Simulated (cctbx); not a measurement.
# What is wrong with this refinement?

Cell a = 6.7690 Å, b = 4.1760 Å, c = 7.0530 Å, α = 90.00°, β = 90.00°, γ = 90.00°; space group Pnma (no. 62).

The data are simulated with cctbx, not measured: synchrotron X-rays, λ = 0.7749 Å, to d = 0.8 Å, 95 % of the full sphere, strongest reflection 70000 counts, noise from counting, a 4 % proportional error and a noise floor of 8 counts (s.d.); no absorption.

An anisotropic refinement with weights 1/σ² prints:

```text
Rint 0.033, 231 unique reflections to 0.80 A
cycle     R1     wR2    GooF  max shift (A)
   1  0.0145  0.0471   2.173   0.00122
   2  0.0106  0.0319   1.472   0.00000
final R1 0.0106 wR2 0.0319 GooF 1.472  parameters 18  data/parameter 12.8
atom        x        y        z      Ueq    occ   su(xyz)  su(Uiso or U11)
Er1    0.51972  0.75000  0.18312   0.0150  1.000  0.00004  0.0002
Co1    0.36228  0.75000  0.56492   0.0240  1.000  0.00013  0.0004
Sc1    0.20547  0.75000  0.89248   0.0161  1.000  0.00016  0.0005
difference map: max 0.80 min -0.57 rms 0.16
Q1    0.2624  0.2500  0.4497    4    0.81  0.46 A from Sc1
Q2    0.1754  0.6444  0.8956    8    0.67  0.49 A from Sc1
Q3    0.0208  0.0762  0.0853    8    0.42  1.08 A from Co1
Q4    0.0434  0.2500  0.3401    4    0.41  1.74 A from Sc1
Q5    0.2248  0.7500  0.1006    4    0.40  1.47 A from Sc1
Q6    0.1640  0.0294  0.5121    8    0.39  1.53 A from Sc1
```

**Question.** Can this result stand? If not, what is the likely fault?

Mend it. The fault: wrong element: Sc1 is Ti. Against the right model at the same level, R1 goes from 0.0081 to 0.0106 and GooF from 0.85 to 1.47. Sc1 has 1 electron too few and its U shrinks to make up, as expected (near an absorption edge f′ can widen the mismatch well beyond the difference in Z).

The compound is ErTiCo. The right model at the same level gives:

```text
Rint 0.033, 231 unique reflections to 0.80 A
cycle     R1     wR2    GooF  max shift (A)
   1  0.0083  0.0191   0.881   0.00008
   2  0.0081  0.0185   0.853   0.00000
final R1 0.0081 wR2 0.0185 GooF 0.853  parameters 18  data/parameter 12.8
atom        x        y        z      Ueq    occ   su(xyz)  su(Uiso or U11)
Er1    0.51971  0.75000  0.18311   0.0150  1.000  0.00002  0.0001
Co1    0.36218  0.75000  0.56506   0.0239  1.000  0.00007  0.0003
Ti1    0.20545  0.75000  0.89252   0.0192  1.000  0.00009  0.0003
difference map: max 0.41 min -0.48 rms 0.13
Q1    0.0283  0.0672  0.0869    8    0.41  1.08 A from Co1
Q2    0.0408  0.2500  0.3383    4    0.38  1.76 A from Ti1
Q3    0.2270  0.7500  0.0983    4    0.36  1.46 A from Ti1
Q4    0.1111  0.0000  0.5000    8    0.36  1.77 A from Er1
Q5    0.1061  0.7500  0.5218    4    0.34  1.56 A from Er1
Q6    0.0552  0.0295  0.2155    8    0.32  1.39 A from Er1
```

This is a model crystal, built by substitution and not relaxed, with assumed displacement parameters.

[Middle refinement cycles are left out of these outputs.]

[Logs are printed without paths, hosts, clocks, repeated set-up lines and the standing remarks that a program may print on its own settings, such as how far it seeks lower states.]
